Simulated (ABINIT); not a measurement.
# Quasiparticle gap of SrTiO3 (Tausonite) in ABINIT

Aim: the G0W0 gap of SrTiO3 (Tausonite) on PBEsol, step by step.

Calculated with ABINIT 10.8.3; PBEsol and many-body steps on it, plane waves.

**Experimental background.**

- Gap 3.77 eV: direct gap (M0 critical point); spectroscopic ellipsometry, second-derivative fit; 300 K; bulk crystal (commercial single crystal) (“Optical probe of ferroelectric order in bulk and thin film perovskite titanates”, 2013, arxiv:1309.1245).

This is a report of a sequence of runs, with most program output left out.

**1. The structure**

It takes space group Pm-3m (No. 221, cubic). Conventional cell: a = 3.905 Å, b = 3.905 Å, c = 3.905 Å, α = 90.00°, β = 90.00°, γ = 90.00°. Nearest to Sr lie 12 O at 2.76 Å. Nearest to Ti lie 6 O at 1.95 Å. Nearest to O lie 2 Ti at 1.95 Å and 4 Sr at 2.76 Å. Farther neighbours and most contacts between anions are not listed.

The cell and positions come from the Crystallography Open Database and are kept as given unless a step says otherwise.

**2. Ground state**

This step: ABINIT 10.8.3; DFT, PBEsol, plane waves, norm-conserving pseudopotentials.

The ground-state density comes first.

Input file run.abi:

```
acell 3*1.0 Angstrom
rprim 
  3.905280000000 0.000000000000 0.000000000000
  0.000000000000 3.905280000000 0.000000000000
  0.000000000000 0.000000000000 3.905280000000
ntypat 3
znucl 38 22 8
natom 5
typat 1 2 3 3 3
xred 
  0.500000000000 0.500000000000 0.500000000000
  0.000000000000 0.000000000000 0.000000000000
  0.500000000000 0.000000000000 0.000000000000
  0.000000000000 0.500000000000 0.000000000000
  0.000000000000 0.000000000000 0.500000000000
pp_dirpath "pseudos"
pseudos "Sr.upf, Ti.upf, O.upf"
ecut 38
ngkpt 6 6 6
nshiftk 1
shiftk 0 0 0
kptopt 1
chksymbreak 0
nband 26
occopt 1
tolvrs 1e-10
nstep 60
prtwf 0
indata_prefix "in"
outdata_prefix "out"
tmpdata_prefix "tmp"
```

Launch:

```
$ OMP_NUM_THREADS=1 mpirun -n 4 abinit run.abi > log
```

It took 32 s on 4 MPI ranks of Arm Neoverse V2, shared host; peak memory 0.35 GiB; 2.1 min of CPU time.

Numbers from this step:

* total energy: -3899.6754 eV
* gap: 1.854 eV
* k of the valence top: 0.5, 0.5, 0.5
* k of the conduction bottom: 0, 0, 0
* least direct gap: 2.212 eV
* pressure: -2.775 GPa

The gap is indirect, with the least direct gap 0.36 eV higher.

The cutoff was set for levels, not for stress, so the pressure can be off by some GPa.

**3. Bands along the symmetry lines**

Levels along a band path, at the cheap level, show where the edges lie and whether the meshes to come will hold them.

Input file run.abi:

```
acell 3*1.0 Angstrom
rprim 
  3.905280000000 0.000000000000 0.000000000000
  0.000000000000 3.905280000000 0.000000000000
  0.000000000000 0.000000000000 3.905280000000
ntypat 3
znucl 38 22 8
natom 5
typat 1 2 3 3 3
xred 
  0.500000000000 0.500000000000 0.500000000000
  0.000000000000 0.000000000000 0.000000000000
  0.500000000000 0.000000000000 0.000000000000
  0.000000000000 0.500000000000 0.000000000000
  0.000000000000 0.000000000000 0.500000000000
pp_dirpath "pseudos"
pseudos "Sr.upf, Ti.upf, O.upf"
ecut 38
iscf -2
irdden 1
kptopt 0
nkpt 50
kpt 
  0.00000000 0.00000000 0.00000000
  0.00000000 0.06250000 0.00000000
  0.00000000 0.12500000 0.00000000
  0.00000000 0.18750000 0.00000000
  0.00000000 0.25000000 0.00000000
  0.00000000 0.31250000 0.00000000
  0.00000000 0.37500000 0.00000000
  0.00000000 0.43750000 0.00000000
  0.00000000 0.50000000 0.00000000
  0.06250000 0.50000000 0.00000000
  0.12500000 0.50000000 0.00000000
  0.18750000 0.50000000 0.00000000
  0.25000000 0.50000000 0.00000000
  0.31250000 0.50000000 0.00000000
  0.37500000 0.50000000 0.00000000
  0.43750000 0.50000000 0.00000000
  0.50000000 0.50000000 0.00000000
  0.43750000 0.43750000 0.00000000
  0.37500000 0.37500000 0.00000000
  0.31250000 0.31250000 0.00000000
  0.25000000 0.25000000 0.00000000
  0.18750000 0.18750000 0.00000000
  0.12500000 0.12500000 0.00000000
  0.06250000 0.06250000 0.00000000
  0.00000000 0.00000000 0.00000000
  0.06250000 0.06250000 0.06250000
  0.12500000 0.12500000 0.12500000
  0.18750000 0.18750000 0.18750000
  0.25000000 0.25000000 0.25000000
  0.31250000 0.31250000 0.31250000
  0.37500000 0.37500000 0.37500000
  0.43750000 0.43750000 0.43750000
  0.50000000 0.50000000 0.50000000
  0.43750000 0.50000000 0.43750000
  0.37500000 0.50000000 0.37500000
  0.31250000 0.50000000 0.31250000
  0.25000000 0.50000000 0.25000000
  0.18750000 0.50000000 0.18750000
  0.12500000 0.50000000 0.12500000
  0.06250000 0.50000000 0.06250000
  0.00000000 0.50000000 0.00000000
  0.50000000 0.50000000 0.50000000
  0.50000000 0.50000000 0.43750000
  0.50000000 0.50000000 0.37500000
  0.50000000 0.50000000 0.31250000
  0.50000000 0.50000000 0.25000000
  0.50000000 0.50000000 0.18750000
  0.50000000 0.50000000 0.12500000
  0.50000000 0.50000000 0.06250000
  0.50000000 0.50000000 0.00000000
istwfk *1
nband 31
nbdbuf 6
tolwfr 1e-07
nstep 50
prtwf 0
prtvol 0
indata_prefix "in"
outdata_prefix "out"
tmpdata_prefix "tmp"
```

It took 34 s on 4 MPI ranks; peak memory 0.37 GiB; 2.2 min of CPU time.

Numbers from this step:

```yaml
gap: 1.854 eV
k_of_the_valence_top: 0.5, 0.5, 0.5
k_of_the_conduction_bottom: 0, 0, 0
least_direct_gap: 2.212 eV
```

The gap is 1.854 eV, as in the run before at this level.

Electronic bands along the path, in eV, zero at the top of the highest filled band:

```csv
point,band 17,band 18,band 19,band 20,band 21,band 22,band 23,band 24
Γ,-1.18,-0.36,-0.36,-0.36,1.85,1.85,1.85,4.42
halfway,-1.69,-1.63,-0.60,-0.60,1.94,2.94,2.94,4.43
X,-2.38,-2.01,-0.74,-0.74,2.03,3.83,3.83,4.44
halfway,-1.90,-1.47,-1.34,-0.65,3.01,3.83,3.95,5.17
M,-1.75,-1.58,-1.58,-0.09,3.84,3.84,4.30,5.39
halfway,-1.72,-1.37,-1.08,-0.74,2.90,3.04,3.31,5.05
Γ,-1.18,-0.36,-0.36,-0.36,1.85,1.85,1.85,4.42
halfway,-2.82,-0.93,-0.93,-0.63,3.38,3.43,3.43,6.58
R,-3.76,0.00,0.00,0.00,4.53,4.53,4.53,6.91
halfway,-2.75,-0.96,-0.81,-0.53,3.51,4.02,4.05,6.53
X,-2.38,-2.01,-0.74,-0.74,2.03,3.83,3.83,4.44
jump to R,-3.76,0.00,0.00,0.00,4.53,4.53,4.53,6.91
halfway,-3.18,-0.68,-0.68,-0.04,4.12,4.12,4.41,6.82
M,-1.75,-1.58,-1.58,-0.09,3.84,3.84,4.30,5.39
```

**4. Empty states on the mesh, 4×4×4 mesh, 208 bands**

The sums over transitions need many empty states on a uniform mesh; this step solves for them.

Input file run.abi:

```
acell 3*1.0 Angstrom
rprim 
  3.905280000000 0.000000000000 0.000000000000
  0.000000000000 3.905280000000 0.000000000000
  0.000000000000 0.000000000000 3.905280000000
ntypat 3
znucl 38 22 8
natom 5
typat 1 2 3 3 3
xred 
  0.500000000000 0.500000000000 0.500000000000
  0.000000000000 0.000000000000 0.000000000000
  0.500000000000 0.000000000000 0.000000000000
  0.000000000000 0.500000000000 0.000000000000
  0.000000000000 0.000000000000 0.500000000000
pp_dirpath "pseudos"
pseudos "Sr.upf, Ti.upf, O.upf"
ecut 38
ngkpt 4 4 4
nshiftk 1
shiftk 0 0 0
kptopt 1
chksymbreak 0
irdden 1
istwfk *1
nband 208
prtvol 0
optdriver 6
gwr_task "HDIAGO"
paral_kgb 0
occopt 1
indata_prefix "in"
outdata_prefix "out"
tmpdata_prefix "tmp"
```

It took 2.8 min on 4 MPI ranks; peak memory 4.6 GiB; 11 min of CPU time.

Numbers from this step:

```yaml
gap: 1.854 eV
k_of_the_valence_top: 0.5, 0.5, 0.5
k_of_the_conduction_bottom: 0, 0, 0
least_direct_gap: 2.212 eV
k_points_computed: 10
lowest_point_of_the_top_converged_band_above_the_valence_top: 108.1047 eV
```

On this mesh the gap is 1.854 eV.

**5. Screening, 4×4×4 mesh, 200 bands, screening to 179.6 eV**

The RPA dielectric matrix is built and inverted for each q.

This step: RPA screening on PBEsol, plane waves, norm-conserving pseudopotentials.

Edit run.abi of step 4 so:

```diff
@@ -23,10 +23,11 @@
 chksymbreak 0
-irdden 1
 istwfk *1
-nband 208
-prtvol 0
-optdriver 6
-gwr_task "HDIAGO"
-paral_kgb 0
 occopt 1
+irdwfk 1
+optdriver 3
+nband 200
+ecuteps 6.6
+inclvkb 2
+awtr 1
+symchi 1
 indata_prefix "in"
```

Wall time 2.5 min (4 MPI ranks); peak memory 1.7 GiB.

Numbers from this step:

```yaml
eps_infinity_with_local_fields_on_this_mesh_along_the_program_s_q_direction: 6.559
the_same_without_local_fields: 6.939
plasma_frequency: 30.43 eV
plane_waves_in_the_screening_matrix: 341
```

Local fields lower ε∞ by 5 %. On a Γ-centred mesh this coarse the value itself is usually too large, while a short band sum pulls it down.

**6. Self-energy, 4×4×4 mesh, 200 bands, screening to 179.6 eV**

The self-energy is evaluated for the states that the input lists, and the levels follow from it, in one-shot runs by the linearised quasiparticle equation.

This step: G0W0 on PBEsol, plane waves, norm-conserving pseudopotentials.

Edit run.abi of step 5 so:

```diff
@@ -26,8 +26,21 @@
 irdwfk 1
-optdriver 3
+optdriver 4
 nband 200
+gwcalctyp 0
+ecutsigx 38
+symsigma 1
+nkptgw 4
+kptgw 
+  0.5000000000 0.5000000000 0.5000000000
+  0.0000000000 0.0000000000 0.0000000000
+  0.5000000000 0.0000000000 0.0000000000
+  0.5000000000 0.5000000000 0.0000000000
+bdgw 
+  18 23
+  18 23
+  19 23
+  18 22
 ecuteps 6.6
-inclvkb 2
-awtr 1
-symchi 1
+irdscr 1
+ppmodel 1
 indata_prefix "in"
```

It took 73 s on 4 MPI ranks; peak memory 1.7 GiB.

Numbers from this step:

* G0W0 gap on the mesh: 3.544 eV
* starting gap on the mesh: 1.854 eV
* k of the valence top: 0.5, 0.5, 0.5
* k of the conduction bottom: 0, 0, 0
* Z at the valence top: 0.767
* Z at the conduction bottom: 0.782
* least direct G0W0 gap on the computed points: 3.919 eV

The gap on the mesh goes from 1.85 eV to 3.54 eV, a correction of +1.69 eV.

Limits: finite bands, cutoff and mesh; no spin-orbit coupling; coarse k mesh. v1 is the top filled band, c1 the lowest empty one. Levels before and after the correction, in eV, zero at the valence-band top of each column:

```csv
,conduction bottom,valence top
Kohn-Sham,1.85,0.00
G0W0,3.54,0.00
```

```csv
,level,energy (eV)
Kohn-Sham,(0.5 0.5 0.5) v3-v1,0.000
Kohn-Sham,(0.5 0.5 0.5) c1-c3,4.525
Kohn-Sham,Γ v3-v1,-0.358
Kohn-Sham,Γ c1-c3,1.854
G0W0,(0.5 0.5 0.5) v3-v1,0.000
G0W0,(0.5 0.5 0.5) c1-c3,6.419
G0W0,Γ v3-v1,-0.375
G0W0,Γ c1-c3,3.544
```

**7. Where the time went**

Times are wall times on 4 MPI ranks of Arm Neoverse V2, shared host, good to a factor of about two.

```csv
step,time,share,memory (GiB)
ground state,32 s,7 %,0.35
bands along the symmetry lines,34 s,7 %,0.37
empty states on the mesh,2.8 min,37 %,4.6
screening,2.5 min,33 %,1.7
self-energy,73 s,16 %,1.7
```

**8. Results**

| Quantity | Value |
| --- | --- |
| PBEsol gap | 1.85 eV, indirect |
| G0W0 gap on the mesh | 3.54 eV |
| GW settings | 4×4×4 mesh, 200 bands, screening to 179.6 eV, Godby-Needs plasmon pole |
| known limits | not at the basis limit; no spin-orbit coupling; coarse k mesh |

In words: G0W0 moves the gap on the mesh from 1.85 eV to 3.54 eV (+1.69 eV), with Z of 0.77 and 0.78 at the edges. Local fields lower the RPA ε∞ on this mesh from 6.94 to 6.56; a Γ-centred mesh this coarse tends to raise both, most where the direct gap is narrow, while a short band sum lowers them. Against experiment, by G0W0@PBEsol: the direct gap of 3.92 eV lies +0.15 eV from the measured 3.77 eV (direct, 300 K, 2013). An exciton line or allowed optical edge lies below the quasiparticle gap by the binding energy; a forbidden edge can push the onset above it. The calculation has static nuclei and no excitons; a measured gap holds zero-point and thermal motion, which mostly lowers it. Bands and cutoff are finite, so the gap is not at the basis limit. The miss can reach some tenths of an eV and take either sign; the mesh is an error of its own. The 4×4×4 mesh is coarse for this cell, which bears on the long-range parts of exchange and screening. This is the ideal cubic cell; many perovskites, halides above all, are cubic only on average, and local tilts or off-centring can widen the gap. The many-body steps are scalar-relativistic: spin-orbit coupling is not in them.

[Paths, hosts, dates, memory and timing lines, banners, echoed tables and standing remarks are left out of the program output.]

[Logs are printed without paths, hosts, clocks, repeated set-up lines and the standing remarks that a program may print on its own settings, such as how far it seeks lower states.]

[Runs of the session that timed out or met a known fault of the program may be left out.]

[Hosts, paths, dates, database ids (printed as entryN), source tags and the programs' standing remarks are cut or masked in the printed files.]

[G0W0 gaps are taken among the corrected bands and points alone; a level outside them can change the order at an edge.]

[Where Ansatz stands beside ABINIT at settings called matched, ABINIT's density can come from a denser mesh and the files from another edition; pairs whose starting gaps differed by over 0.03 eV were left out, so agreement reads better than it is.]
